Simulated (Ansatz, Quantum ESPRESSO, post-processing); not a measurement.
# Ballistic transmission: Ir(111) with three reversed steps (a thin twin lamella), part 4 of 4

Aim: the zero-bias transmission with pwcond for this junction: Ir(111) with three reversed steps (a thin twin lamella).

Quantum ESPRESSO 7.5; plane-wave DFT, PBE, GBRV ultrasoft pseudopotentials; cross-check by Ansatz 0.2.0 with PAW datasets.

So far. Step 3 (The open system): The run is unpolarised; a magnetic state was not tried, may lie lower and would change T. Step 3 (The open system): At no point does T exceed the number of channels.

**6. Cross-check with Ansatz**

A second code with its own PAW datasets, on the same atoms.

Level of this step: plane-wave DFT, PBE, Ansatz PAW (Ansatz 0.2.0).

The input, input.yaml:

```yaml
crystal:
  lattice:
    - [2.7365032432, 0.0, 0.0]
    - [1.3682516216, 2.3698813261, 0.0]
    - [0.0, 0.0, 46.921256377]
  atoms:
    - { symbol: Ir, position: [0.0, 0.0, 0.0] }
    - { symbol: Ir, position: [0.333333333, 0.333333333, 0.0476190476] }
    - { symbol: Ir, position: [0.666666667, 0.666666667, 0.0952380952] }
    - { symbol: Ir, position: [0.0, 0.0, 0.1428571429] }
    - { symbol: Ir, position: [0.333333333, 0.333333333, 0.1904761905] }
    - { symbol: Ir, position: [0.666666667, 0.666666667, 0.2380952381] }
    - { symbol: Ir, position: [0.0, 0.0, 0.2857142857] }
    - { symbol: Ir, position: [0.333333333, 0.333333333, 0.3333333333] }
    - { symbol: Ir, position: [0.666666667, 0.666666667, 0.380952381] }
    - { symbol: Ir, position: [0.333333333, 0.333333333, 0.4285714286] }
    - { symbol: Ir, position: [0.0, 0.0, 0.4761904762] }
    - { symbol: Ir, position: [0.666666667, 0.666666667, 0.5238095238] }
    - { symbol: Ir, position: [0.0, 0.0, 0.5714285714] }
    - { symbol: Ir, position: [0.333333333, 0.333333333, 0.619047619] }
    - { symbol: Ir, position: [0.666666667, 0.666666667, 0.6666666667] }
    - { symbol: Ir, position: [0.0, 0.0, 0.7142857143] }
    - { symbol: Ir, position: [0.333333333, 0.333333333, 0.7619047619] }
    - { symbol: Ir, position: [0.666666667, 0.666666667, 0.8095238095] }
    - { symbol: Ir, position: [0.0, 0.0, 0.8571428571] }
    - { symbol: Ir, position: [0.333333333, 0.333333333, 0.9047619048] }
    - { symbol: Ir, position: [0.666666667, 0.666666667, 0.9523809524] }
kpoints:
  mp_grid: { grid: [10, 10, 1] }
hamiltonian:
  xc: pbe
scf:
  occupations: { method: fermi_dirac, width: 0.1 }
  convergence: { dr2_threshold: 1.0e-08 }
output:
  transmission: { leads: [[0, 3]], e_range: [-0.4, 0.4], de: 0.4, kmesh: [10, 10] }
  write_potential: true
  write_density: true
  volumetric_format: npy
  elf: true
```

Started as:

```bash
$ ansatz run input.yaml --threads 4 --pin off --max-ram 8192MiB --backend cpu --events-out ev --progress --plain --runs-dir out
```

Numbers of over 12 decimals in the logs are rounded to 6 here.

Log:

```text
Engine: ansatz 0.2.0, aarch64-unknown-linux-gnu
Pseudopotentials: kind: paw
Pseudopotential: Ir, paw, valence charge 17, recommended cutoff 420 eV (normal), Ir.paw.azcp
Functional definition: PBE
  parameter kappa = 0.804
  parameter beta = 0.066725
  exchange = pbe_x(kappa = kappa, mu = beta*pi^2/3)
  correlation = pbe_c(beta = beta)
Crystal: 21 atoms, lattice volume = 304.293 Å³
Basis set: ecut = 420 eV, 5971 PW (Γ)
Bands: 215, of which v1, the nominal top of the filled ones, is band 179 counted from 1 (178 counted from 0)
Symmetry: 12 space group operations
Space group: P-3m1 (ITA 164), of the structure as read, at distance tolerance 6.7e-5 Å
k-points: 14 of 100
Non-local potential: Ir, projectors of the file, l = 0: 3, l = 1: 2, l = 2: 2, l = 3: 1
PAW form: soft (Blöchl's): semilocal exchange-correlation on the pseudo side does not see the compensation charge
PAW one-centre angular grid: Ir, 590 points (default); XC on 64 Gauss nodes
Initial density: superposition of atomic densities (neutral atoms: chi_scale 0, normalization atom), corrected by the library's trained network
Initial wavefunctions: pseudopotential atomic-orbital guess
Functional: x = pbe(κ = 0.804, μ = 0.219515), c = pbe(β = 0.066725)
SCF iter   1: F=—  HF=-250641.765440 eV  |F-HF|=—  |Δ(HF+E_count)|=         —  Δρ=5.47e-3  dr2=2.07e0  ethr=1.77e-3  ⟨swp⟩=4.8  Hψ=9303  notcnv=0  defer=67
preconditioner: auto → Kerker (q_TF=auto, 2.802 Å⁻¹)  [metal: Δε(μ)=0.006 eV  Ē_g=6.939 eV  σ=0.100 eV  W_gap=0.02  n_scr=118 (ndim 8)  ℏωp=29.3 eV  f_vac=0.000  D(μ)=19.26/eV (n_scr^D=236)]
SCF iter   2: F=—  HF=-250641.787875 eV  |F-HF|=—  |Δ(HF+E_count)|=   2.24e-2  Δρ=3.03e-3  dr2=9.08e-1  ethr=5.79e-4  ⟨swp⟩=1.0  Hψ=3472  notcnv=0  defer=80
SCF iter   3: F=—  HF=-250641.793512 eV  |F-HF|=—  |Δ(HF+E_count)|=   5.64e-3  Δρ=4.12e-4  dr2=4.58e-2  ethr=2.54e-4  ⟨swp⟩=1.0  Hψ=2894  notcnv=0  defer=80
SCF iter   4: F=—  HF=-250641.793331 eV  |F-HF|=—  |Δ(HF+E_count)|=   1.82e-4  Δρ=1.58e-4  dr2=3.53e-3  ethr=1.28e-5  ⟨swp⟩=1.0  Hψ=2894  notcnv=0  defer=80
SCF iter   5: F=—  HF=-250641.793331 eV  |F-HF|=—  |Δ(HF+E_count)|=   5.82e-7  Δρ=3.81e-5  dr2=1.10e-4  ethr=9.88e-7  ⟨swp⟩=1.0  Hψ=2894  notcnv=0  defer=80
SCF iter   6: F=—  HF=-250641.793316 eV  |F-HF|=—  |Δ(HF+E_count)|=   1.54e-5  Δρ=7.15e-6  dr2=1.32e-6  ethr=3.08e-8  ⟨swp⟩=1.0  Hψ=2894  notcnv=0  defer=80
SCF iter   7: F=—  HF=-250641.793900 eV  |F-HF|=—  |Δ(HF+E_count)|=   5.84e-4  Δρ=1.64e-6  dr2=2.95e-7  ethr=3.70e-10  ⟨swp⟩=1.2  Hψ=2947  notcnv=0  defer=86
SCF iter   8: F=-250641.793900 eV  HF=-250641.793900 eV  |F-HF|=5.65e-9  |Δ(HF+E_count)|=   3.99e-9  Δρ=4.35e-7  dr2=6.03e-9  ethr=2.80e-12  ⟨swp⟩=6.6  Hψ=7991  notcnv=0
SCF 1 converged in 8 iterations: F = -250641.793900 eV  dr2 = 6.03e-9
  greatest PAW one-centre occupation: 1.000 electrons in one spin orbital (limit 2), on the Ir atom at site 20 (counted from 0), in its partial waves of l = 0
transmission: 120 of 1176 steps passed
transmission: 237 of 1176 steps passed
[...]
transmission: 1176 of 1176 steps passed
SCF converged after 8 iterations
Free energy (F): -250641.793900 eV
Harris-Foulkes:  -250641.793900 eV  (|F-HF|=5.65e-9)
Internal energy: -250641.141873 eV  (E = F + TS)
E sigma→0 (E₀):  -250641.467886 eV
Entropy (-TS):   -0.652027 eV (-31.049 meV/atom)
Fermi energy:    25.087724 eV
--- Per-component energies (eV) ---
  E_band       = -1965.008125
  E_kinetic    = 13072.038776
  E_local      = -22914.817044  (includes V_loc(G=0)·N_el)
  E_nonlocal   = 1523.133480
  E_hartree    = 8760.228549
  E_xc         = -5624.815457
  E_vxc        = -6298.692872  (∫ρ·V_xc dr)
  E_paw        = -193689.956580  (= ΣΔE_a)
  E_vpaw       = -4867.129112  (= ΣTr[D̂ρ^β])
  E_aug_tail   = 0.001127  (compensation charges beyond the density's cutoff)
  E_ewald      = -51766.954725
  E_smearing   = -0.652027  (= −TS)
  E_closure    = -0.000000  (closes the sum)
  Σ components = -250641.793900   (vs F -250641.793900, Δ=0.00e0)
--- Band table (eV; the first three rows and the last of 14) ---
  k-point 0: bands = [... 175 lower, 23.8179, 23.8328, 23.8328, 23.8781, 23.8781, 23.8975, 23.8975, 23.9134, ... 32 higher]
  k-point 1: bands = [... 175 lower, 23.4999, 23.5354, 23.6377, 23.7246, 23.7313, 23.8812, 23.9109, 23.9572, ... 32 higher]
  k-point 2: bands = [... 175 lower, 23.3172, 23.5033, 23.5698, 23.5722, 23.7929, 23.8525, 23.8705, 24.0935, ... 32 higher]
  k-point 13: bands = [... 175 lower, 25.4609, 25.4968, 25.5511, 25.5598, 25.5823, 25.5924, 25.6540, 25.7084, ... 32 higher]
--- Transmission ---
  basis      : 55 plane waves across, 84 finite elements along
  points     : 14, standing for a mesh of 10 x 10
  energies   : 3 from -0.400000 to 0.400000 eV about the Fermi level, 0.400000 eV apart; the leads are filled to 0.000000 eV, and channels, transmission and decay are at 0.000000 eV
  crystal 0  : Ir3, at the sites [0, 3], period 6.7030 Å, over 42.45 Å; its Hamiltonian steps by up to 1.4 meV
    offset         : up to 0.0000 Å between an atom of the period and one for which it stands
    channels       : 1.340000e0 a spin
    conductance    : none, the energies end too early or step too widely for 300 K: set another output.transmission.e_range or a lower de, or, where they end at an eighth of basis.ecutwfc, a higher one
    slowest decay  : 0.0700 /Å at (-0.4000, 0.2000)
  junction   : crystal 0 to crystal 0, -1.82 to 38.40 Å
    transmission   : 1.115597e0 a spin
    conductance    : none, the energies end too early or step too widely for 300 K: set another output.transmission.e_range or a lower de, or, where they end at an eighth of basis.ecutwfc, a higher one
```

Wall time 20 s (4 threads of Arm Neoverse V2, shared host); peak memory 1.6 GiB; 71 s of CPU time.

Numbers from this step:

* free energy: -250641.7939 eV
* energy at zero smearing: -250641.4679 eV
* smearing term TS: 0.6520 eV
* Fermi energy: 25.09 eV
* symmetry operations: 12
* transmission at the Fermi level, one spin: 1.116
* lead channels at the Fermi level, one spin: 1.34
* step of the lead's Hamiltonian over a period: 1.4 meV

Per spin; mean over the k mesh across the current. Transmission, zone mean against energy, zero at the Fermi level:

```
energy (eV)  transmission, zone mean
     -0.400                     1.14
      0.000                     1.12
      0.400                     1.55
```

Per spin; mean over the k mesh across the current. Table of open channels, zone mean by energy, zero at the Fermi level:

```
energy (eV)  open channels, zone mean
     -0.400                       1.4
      0.000                      1.34
      0.400                      1.94
```

Valence density in the ca plane at fractional y = 0.000, with atoms of Ir within 0.2 Å of it. It is the smooth field of the valence electrons, not physical close to the nuclei.

Ten steps, logarithmic in the rise over the least value, from '0' (0.2 e/Å³) to '9' (8.9 e/Å³), each cell a mean:
```
22100122100122223799973222223689974222210012
33211233311233323578752233322478863233321123
55422355422355432345432345532245532245542235
66433466533466532223222356542123221356643346
65432456432456532234322356532234322246543345
44322344321344322467642234432367653234432234
22210122210122223689863222222589974222210012
21100112100012223799973212213699984212110011
```
Columns run along c (16.0 Å, from fractional 0.33 to 0.67 of the cell), rows up along a (2.7 Å). Atoms in or near the plane, at fractional coordinates: Ir at (0.48, 0.00), Ir at (0.57, 0.00).

ELF in the ca plane at fractional y = 0.000, with atoms of Ir within 0.2 Å of it. It is the smooth field of the valence electrons, not physical close to the nuclei.

Ten even steps from '0' (0.16) to '9' (0.65), each cell a mean:
```
22100123200122222698962222222498982222210012
22211122211122222489842222222379852322221122
43222234222234322234322234322234322224322223
65233355433246522233322146521223322246523325
54223345323245422223222235422223222235423324
22222223222222222367532222222257632222222222
22110122210122232699952222222499972222210012
32100133200022222785971222221595782233210012
```
Columns run along c (16.0 Å, from fractional 0.33 to 0.67 of the cell), rows up along a (2.7 Å). Atoms in or near the plane, at fractional coordinates: Ir at (0.48, 0.00), Ir at (0.57, 0.00).

Ansatz finds T = 1.12 against pwcond's 1.16.

**7. All levels side by side**

All levels:

```
                   step  T at the Fermi level (per spin)  conductance (G0)  r.m.s. T(E) from the first  CPU time of the step (s)  peak memory (GiB)
                 Ansatz                            1.116                 -                           0                     70.73              1.644
                 pwcond                            1.164             1.164                     0.03989                     402.2               0.32
pwcond, changed setting                            1.096             1.096                      0.1006                     317.1               0.31
```

Per spin; mean over the k mesh across the current. Transmission, zone mean against energy, zero at the Fermi level:

```
energy (eV)  Ansatz  pwcond  pwcond, changed setting
     -0.400    1.14    1.19                     1.11
      0.000    1.12    1.16                     1.10
      0.400    1.55    1.54                     1.38
```

**8. The arithmetic**

The Landauer sum over the mesh, Σ w T = 0.1200 × 1.79 + 0.1200 × 1.2 + 0.1200 × 0.998 + … = 1.164.

G = 1.16 × 77.48 µS = 90.2 µS a cell. Times the area of 6.485 Å², the resistance-area product is A/G = 0.719 fΩ m², the leads' contact resistance included.

**9. Outcome**

```json
{"conductance from T at the Fermi level, a cell (G₀ = 2e²/h)": "1.16 G₀", "conductance per area": "1390 S/μm²", "lead channels per spin": "1.46", "the same conductance by Ansatz": "1.12 G₀"}
```

In words: The junction conducts 1.16 G₀ a cell at the Fermi level (PBE, GBRV ultrasoft). At the Fermi level the junction passes 80 % of what the leads offer. At the Fermi level pwcond and Ansatz differ by 4.3 %, a close match. The codes count unlike numbers of lead channels on 12 % of the mesh. The mean rests on 14 distinct points, the heaviest weighing 0.12, and the mesh was not tested, so even the second digit is unsure. Over -0.4 to 0.4 eV, T lies between 1.2 and 1.5 per spin. The geometry is as built, not relaxed, and the leads are short. Spin-orbit coupling is left out; depending on the atoms that carry the levels of interest, it can split and shift them by tenths of an eV to an eV or more.

[Logs are printed without paths, hosts, clocks, repeated set-up lines and the standing remarks that a program may print on its own settings, such as how far it seeks lower states.]

[Hosts, paths, dates, database ids (printed as entryN), source tags and the programs' standing remarks are cut or masked in the printed files.]

[Maps of the electrostatic potential energy from Ansatz leave out the sawtooth potential of an applied field or a dipole correction, so their vacuum need not be flat; planar profiles and work functions include it.]
